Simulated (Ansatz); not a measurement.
# MgPd (Pm-3m): the cell at rest

Wanted: the relaxed cell of MgPd (Pm-3m).

Calculated with Ansatz 0.2.0; DFT PBEsol, scalar-relativistic, plane waves, PAW; PAW set soft_1.

## 1. The structure

Symmetry: Pm-3m, No. 221, cubic system. Conventional cell: a = 3.160 Å, b = 3.160 Å, c = 3.160 Å, α = 90.00°, β = 90.00°, γ = 90.00°. Nearest to Mg lie 8 Pd at 2.74 Å. Pd has 8 Mg at 2.74 Å nearest. Farther neighbours are not listed.

## 2. Probe on a coarse mesh

A quick single point on a coarse mesh tells whether the cell has a gap and how far it is from rest, which sets the k mesh and smearing that follow.

input.yaml reads:

```yaml
crystal:
  lattice:
    - [3.16, 0.0, 0.0]
    - [0.0, 3.16, 0.0]
    - [0.0, 0.0, 3.16]
  atoms:
    - { symbol: Mg, position: [0.0, 0.0, 0.0] }
    - { symbol: Pd, position: [0.5, 0.5, 0.5] }
kpoints:
  mp_grid: { grid: [6, 6, 6] }
hamiltonian:
  xc: pbesol
  pseudopotentials: { kind: paw, azcp: { folder: soft_1 }, xc_functional: pbe }
scf:
  occupations: { method: gaussian, width: 0.1 }
output:
  forces: true
  stress: true
  eigenvalues: true
```

On the command line:

```console
$ ansatz run input.yaml --threads 4 --pin off --max-ram 10240MiB --backend cpu --events-out ev --progress --plain --runs-dir out
```

Numbers of over 12 decimals in the logs are rounded to 6 here.

The log of the run:

```text
Engine: ansatz 0.2.0, aarch64-unknown-linux-gnu
Pseudopotentials: kind: paw
Pseudopotential: Mg, paw, valence charge 10, recommended cutoff 420 eV (normal), soft_1/Mg.paw.azcp
Pseudopotential: Pd, paw, valence charge 18, recommended cutoff 420 eV (normal), soft_1/Pd.paw.azcp
Functional definition: PBEsol
  exchange = pbesol_x
  correlation = pbesol_c
Crystal: 2 atoms, lattice volume = 31.554 Å³
[...]
--- Band table (eV; the first three rows and the last of 20) ---
  k-point 0: bands = [... 10 lower, 9.4042, 11.4005, 11.4005, 11.4005, 20.4449, 20.4449, 20.4449, 23.2435]
  k-point 1: bands = [... 10 lower, 9.5866, 11.1876, 11.1876, 11.4251, 17.8081, 21.0555, 21.0555, 22.9192]
  k-point 2: bands = [... 10 lower, 9.9347, 10.8051, 10.8051, 11.4747, 14.6688, 22.2566, 22.5529, 22.5529]
  k-point 19: bands = [... 10 lower, 9.2266, 12.1539, 12.1539, 16.8293, 16.8293, 16.8293, 19.7261, 20.5482]
[key lines of the parts left out:]
SCF converged after 7 iterations
Free energy (F): -8820.108685 eV
Fermi energy:    13.342850 eV
P = ⅓ Tr σ = -1.1240 GPa (-11.240 kbar)
```

The job ended after 0.48 s (4 threads of Arm Neoverse V1, shared host; peak memory 0.27 GiB).

This step gave:

| Quantity | Value |
| --- | --- |
| pressure | -1.124 GPa |
| volume per atom | 15.78 Å³ |
| gap on the k-mesh | 0 eV |

The coarse mesh shows no gap and a pressure of -1.1 GPa.

## 3. Bringing the structure to rest

Harmonic phonons are second derivatives at a point where the forces vanish, and they are wanted at zero stress, so atoms and cell are relaxed first.

input.yaml, the sections that differ from step 2:

```yaml
kpoints:
  mp_grid: { grid: [14, 14, 14] }
output:
  forces: true
  stress: true
  eigenvalues: true
  write_density: true
  write_potential: true
  elf: true
  volumetric_format: npy
relax:
  adjacent_minimum: "off"
  f_tol: 0.005
  max_steps: 80
  cell: { stress_tol: 0.05 }
# crystal, hamiltonian, scf: as in step 2
```

The log of the run:

```text
[...]
Crystal: 2 atoms, lattice volume = 31.554 Å³
Basis set: ecut = 420 eV, 619 PW (Γ), exchange–correlation on 48×48×48 points (8 copies of the dense FFT grid, shifted against one another)
Bands: 18, of which v1, the nominal top of the filled ones, is band 14 counted from 1 (13 counted from 0)
Symmetry: 48 space group operations
[...]
k-points: 120 of 2744
[...]
SCF iter   1: F=—  HF=-8825.738838 eV  |F-HF|=—  |Δ(HF+E_count)|=         —  Δρ=2.69e-1  dr2=3.13e1  ethr=3.10e-3  ⟨swp⟩=5.6  Hψ=10495  notcnv=0
[...]
SCF iter   7: F=-8820.154828 eV  HF=-8820.154828 eV  |F-HF|=5.37e-10  |Δ(HF+E_count)|=   3.20e-8  Δρ=4.77e-6  dr2=3.36e-9  ethr=3.57e-10  ⟨swp⟩=9.6  Hψ=15362  notcnv=0
SCF 1 converged in 7 iterations: F = -8820.154828 eV  dr2 = 3.36e-9
[...]
relax step   1: F+E_penalty+E_count = -8820.15482802 eV  Δ(F+E_penalty+E_count) = +0.000e0 eV  max|allowed force component| = 5.982e-29 eV/Å  Δτ_max = 0.0000 Å  P = -1.814 GPa  Ω = 31.554 Å³  (7 SCF iters, dr2 threshold 1.00e-7 eV, accepted)
Crystal: 2 atoms, lattice volume = 30.862 Å³
[...]
iter 1 solved again at ethr=4.61e-5 eV; its pass at ethr=3.10e-3 eV (dr2=1.29e-2 eV) is discarded
[...]
SCF iter   6: F=-8820.158019 eV  HF=-8820.158019 eV  |F-HF|=1.82e-12  |Δ(HF+E_count)|=  4.78e-10  Δρ=6.67e-7  dr2=7.12e-11  ethr=1.26e-11  ⟨swp⟩=4.7  Hψ=11686  notcnv=0
SCF 2 converged in 6 iterations: F = -8820.158019 eV  dr2 = 7.12e-11
relax step   2: F+E_penalty+E_count = -8820.15801878 eV  Δ(F+E_penalty+E_count) = -3.191e-3 eV  max|allowed force component| = 4.158e-30 eV/Å  Δτ_max = 0.0000 Å  P = +0.437 GPa  Ω = 30.862 Å³  energy of the carried Pulay correction = +1.113e-4 eV  (6 SCF iters, dr2 threshold 2.00e-7 eV, accepted)
Crystal: 2 atoms, lattice volume = 30.994 Å³
[...]
SCF iter   6: F=-8820.158171 eV  HF=-8820.158171 eV  |F-HF|=1.82e-12  |Δ(HF+E_count)|=  2.55e-11  Δρ=1.22e-7  dr2=2.84e-12  ethr=1.00e-12  ⟨swp⟩=4.5  Hψ=10889  notcnv=0
SCF 3 converged in 6 iterations: F = -8820.158171 eV  dr2 = 2.84e-12
relax step   3: F+E_penalty+E_count = -8820.15817062 eV  Δ(F+E_penalty+E_count) = -1.518e-4 eV  max|allowed force component| = 2.703e-30 eV/Å  Δτ_max = 0.0000 Å  P = -0.015 GPa  Ω = 30.994 Å³  energy of the carried Pulay correction = +8.992e-5 eV  (6 SCF iters, dr2 threshold 2.00e-7 eV, accepted)
[...]
SCF iter   8: F=-8820.158073 eV  HF=-8820.158073 eV  |F-HF|=1.82e-12  |Δ(HF+E_count)|=    0.00e0  Δρ=1.57e-10  dr2=7.18e-18  ethr=1.00e-12  ⟨swp⟩=1.9  Hψ=5244  notcnv=0
SCF 4 converged in 8 iterations: F = -8820.158073 eV  dr2 = 7.18e-18
relax step   4: F+E_penalty+E_count = -8820.15807274 eV  Δ(F+E_penalty+E_count) = +9.788e-5 eV  max|allowed force component| = 3.114e-30 eV/Å  Δτ_max = 0.0000 Å  P = -0.011 GPa  Ω = 30.994 Å³  stress off target by 1.10e-2 GPa  SCF on the basis re-selected at this cell (its energy is not comparable with the rows above)  (8 SCF iters)
basis re-selected at this cell: Δ(F+E_penalty+E_count) = +9.788e-5 eV, ΔP = +0.004 GPa vs the last step (what re-selecting the basis moved, of the pressure what is left beyond the Pulay correction that the steps carried, after the strain that the cell walked since its last selection, with what the two solves' SCF thresholds leave and, on support functions, any second-order correction that the steps lacked; it is no m [...]
SCF converged after 8 iterations
Free energy (F): -8820.158073 eV
[...]
Internal energy: -8820.154868 eV  (E = F + TS)
E sigma→0 (E₀):  -8820.156471 eV
Entropy (-TS):   -0.003204 eV (-1.602 meV/atom)
Fermi energy:    13.752538 eV
[...]
--- Stress (GPa, compression-positive) ---
       -0.010989       0.000000       0.000000
        0.000000      -0.010989      -0.000000
        0.000000      -0.000000      -0.010989
  P = ⅓ Tr σ = -0.0110 GPa (-0.110 kbar)
--- Band table (eV; the first three rows and the last of 120) ---
  k-point 0: bands = [... 10 lower, 9.5966, 11.6528, 11.6528, 11.6528, 20.8394, 20.8394, 20.8394, 23.6417]
  k-point 1: bands = [... 10 lower, 9.6338, 11.6082, 11.6082, 11.6577, 20.0783, 20.9583, 20.9583, 23.5745]
  k-point 2: bands = [... 10 lower, 9.7389, 11.4871, 11.4871, 11.6718, 18.6720, 21.3001, 21.3001, 23.3847]
  k-point 119: bands = [... 10 lower, 9.4331, 12.4182, 12.4182, 17.1515, 17.1515, 17.1515, 20.1702, 20.9682]
--- Relaxed structure (3 steps of the walk, 3 accepted, 1 SCFs on fresh bases) ---
  F+E_penalty+E_count = -8820.15807274 eV   max|allowed force component| = 3.114e-30 eV/Å   (the final SCF, on the basis selected at the relaxed cell)
  cell:  # Å, volume = 30.9939 Å³
    - [3.141173, 0, 0]
    - [0, 3.141173, 0]
    - [0, 0, 3.141173]
  atoms:
    - { symbol: Mg, position: [0, 0, 0] }
    - { symbol: Pd, position: [0.5, 0.5, 0.5] }
```

The job ended after 5.3 s (4 threads; peak memory 0.37 GiB).

The steps of the relaxation:

```csv
step,energy less that of the first step (eV),largest force component (eV/Å),pressure (GPa),volume (Å³)
1,0.0000,0.0000,-1.81,31.55
2,-0.0032,0.0000,0.44,30.86
3,-0.0033,0.0000,-0.01,30.99
4*,-0.0032,0.0000,-0.01,30.99
```

Relaxation steps marked * repeat the geometry before them on a plane-wave basis chosen anew for their cell, so energy and pressure can jump there.

Forces are held to the 48 operations that the run works with; a distortion that breaks them can't arise in this run.

```csv
"conventional cell, symmetrised",before,after,change
a (Å),3.160,3.141,-0.6 %
b (Å),3.160,3.141,-0.6 %
c (Å),3.160,3.141,-0.6 %
volume (Å³/atom),15.78,15.50,-1.8 %
```

Final coordinates:

```xyz
2
Lattice="3.1412 0.0000 0.0000 0.0000 3.1412 0.0000 0.0000 0.0000 3.1412" Properties=species:S:1:pos:R:3 pbc="T T T"
Mg    0.0000    0.0000    0.0000
Pd    1.5706    1.5706    1.5706
```

Numbers from this step:

* pressure: -0.01099 GPa
* volume per atom: 15.50 Å³

Electrostatic potential energy in the ac plane at fractional y = 0.000, with atoms of Mg within 0.2 Å of it. With pseudopotentials it is smooth inside the atoms' cores, unlike the true potential.

Ten even steps from '_' (-79 eV) to '@' (16 eV):
```
____::++%%@@@@@@@@@@@@@@%%++::__
..::==##%%@@@@@@@@@@@@@@%%##==::
++++##%%@@@@@@@@@@@@@@@@@@%%##++
%%%%%%@@@@@@@@@@@@@@@@@@@@@@%%%%
@@@@@@@@@@@@@@@@@@@@@@@@@@@@@@@@
@@@@@@@@@@@@@@@@@@@@@@@@@@@@@@@@
@@@@@@@@@@@@@@@@@@@@@@@@@@@@@@@@
@@@@@@@@@@@@@@@@@@@@@@@@@@@@@@@@
@@@@@@@@@@@@@@@@@@@@@@@@@@@@@@@@
@@@@@@@@@@@@@@@@@@@@@@@@@@@@@@@@
@@@@@@@@@@@@@@@@@@@@@@@@@@@@@@@@
%%%%%%@@@@@@@@@@@@@@@@@@@@@@%%%%
++++##%%@@@@@@@@@@@@@@@@@@%%##++
..::==##%%@@@@@@@@@@@@@@%%##==::
____::++%%@@@@@@@@@@@@@@%%++::__
____..++%%@@@@@@@@@@@@@@%%++..__
```
Columns run along a (3.1 Å; values clipped at the 3rd and 97th percentile), rows up along c (3.1 Å). Atoms in or near the plane, at fractional coordinates: Mg at (0.00, 0.00).

Valence density in the ac plane at fractional y = 0.000, with atoms of Mg within 0.2 Å of it. It is the smooth field of the valence electrons, not physical close to the nuclei.

Ten steps, logarithmic in the rise over the least value, from '0' (0 e/Å³) to '9' (30 e/Å³):
```
9863000000000368
7641000000000146
4310000000000013
0000000000000000
0000000000000000
0000000000000000
0000000000000000
0000000000000000
0000000000000000
0000000000000000
0000000000000000
0000000000000000
4310000000000013
7641000000000146
9863000000000368
9974000000000479
```
Columns run along a (3.1 Å), rows up along c (3.1 Å). Atoms in or near the plane, at fractional coordinates: Mg at (0.00, 0.00).

ELF in the ac plane at fractional y = 0.000, with atoms of Mg within 0.2 Å of it. It is the smooth field of the valence electrons, not physical close to the nuclei.

Ten even steps from '_' (0.05) to '@' (0.35):
```
--++@@##____==%%@@%%==____##@@++
@@@@@@==__..**@@@@@@**..__==@@@@
%%##==____==%%@@@@@@%%==____==##
..______--##@@@@@@@@@@##--______
____..==##@@@@%%%%%%@@@@##==..__
====**%%@@@@%%%%%%%%%%@@@@%%**==
%%%%@@@@@@%%%%######%%%%@@@@@@%%
@@@@@@@@@@%%%%######%%%%@@@@@@@@
%%%%@@@@@@%%%%######%%%%@@@@@@%%
====**%%@@@@%%%%%%%%%%@@@@%%**==
____..==##@@@@%%%%%%@@@@##==..__
..______--##@@@@@@@@@@##--______
%%##==____==%%@@@@@@%%==____==##
@@@@@@==__..**@@@@@@**..__==@@@@
--++@@##____==%%@@%%==____##@@++
..--@@%%..__==%%@@%%==__..%%@@--
```
Columns run along a (3.1 Å), rows up along c (3.1 Å). Atoms in or near the plane, at fractional coordinates: Mg at (0.00, 0.00).

In this step the volume went from 15.78 to 15.50 Å³/atom.

## 4. Tight relaxation

Phonons need a cell at rest on their own settings, so the relaxation is repeated with tight tolerances on forces and stress on the k mesh and occupations of the first response run.

input.yaml reads:

```yaml
crystal:
  lattice:
    - [3.1411733647, 0.0, 0.0]
    - [0.0, 3.1411733647, 0.0]
    - [0.0, 0.0, 3.1411733647]
  atoms:
    - { symbol: Mg, position: [0.0, 0.0, 0.0] }
    - { symbol: Pd, position: [0.5, 0.5, 0.5] }
kpoints:
  mp_grid: { grid: [16, 16, 16] }
hamiltonian:
  xc: pbesol
  pseudopotentials: { kind: paw, azcp: { folder: soft_1 }, xc_functional: pbe }
scf:
  occupations: { method: methfessel_paxton, width: 0.2 }
output:
  forces: true
  stress: true
  eigenvalues: true
relax:
  adjacent_minimum: "off"
  f_tol: 0.001
  max_steps: 60
  cell: { stress_tol: 0.01 }
```

The log of the run:

```text
[...]
Crystal: 2 atoms, lattice volume = 30.994 Å³
Basis set: ecut = 420 eV, 619 PW (Γ), exchange–correlation on 48×48×48 points (8 copies of the dense FFT grid, shifted against one another)
Bands: 18, of which v1, the nominal top of the filled ones, is band 14 counted from 1 (13 counted from 0)
Symmetry: 48 space group operations
[...]
k-points: 165 of 4096
[...]
k-point 164: bands = [... 10 lower, 9.4286, 12.4141, 12.4141, 17.1392, 17.1392, 17.1392, 20.1507, 20.9525]
--- Relaxed structure (3 steps of the walk, 3 accepted, 1 SCFs on fresh bases) ---
[...]
cell:  # Å, volume = 31.0164 Å³
    - [3.141935, 0, 0]
    - [0, 3.141935, 0]
    - [0, 0, 3.141935]
  atoms:
    - { symbol: Mg, position: [0, 0, 0] }
    - { symbol: Pd, position: [0.5, 0.5, 0.5] }
[key lines of the parts left out:]
SCF converged after 4 iterations
Free energy (F): -8820.154322 eV
Fermi energy:    13.756156 eV
P = ⅓ Tr σ = 0.0001 GPa (0.001 kbar)
```

It took 5.8 s on 4 threads; peak memory 0.39 GiB.

Little changed from the start: no atom moved by 0.005 Å and no cell edge by 0.1 %.

Numbers from this step:

```yaml
pressure: 9.26e-5 GPa
volume_per_atom: 15.51 Å³
```

The forces vanish by symmetry and the pressure is 0.000 GPa, within the tolerances set. The cell now holds 15.51 Å³/atom.

## 5. Summary of results

```json
{"space group after relaxation (within 0.01 Å)": "Pm-3m", "lattice constant a": "3.142 Å", "lattice constant b": "3.142 Å", "lattice constant c": "3.142 Å", "volume per atom": "15.5 Å³"}
```

In words: The forces vanish by symmetry and the pressure is 0.000 GPa, within the tolerances set. The cell now holds 15.51 Å³/atom. The relaxation keeps the symmetry of its start, so it says nothing on stability against lower symmetry. The PAW files were made for PBE and serve the other functionals too.

[Logs are printed without paths, hosts, clocks, repeated set-up lines and the standing remarks that a program may print on its own settings, such as how far it seeks lower states.]

[Hosts, paths, dates, database ids (printed as entryN), source tags and the programs' standing remarks are cut or masked in the printed files.]
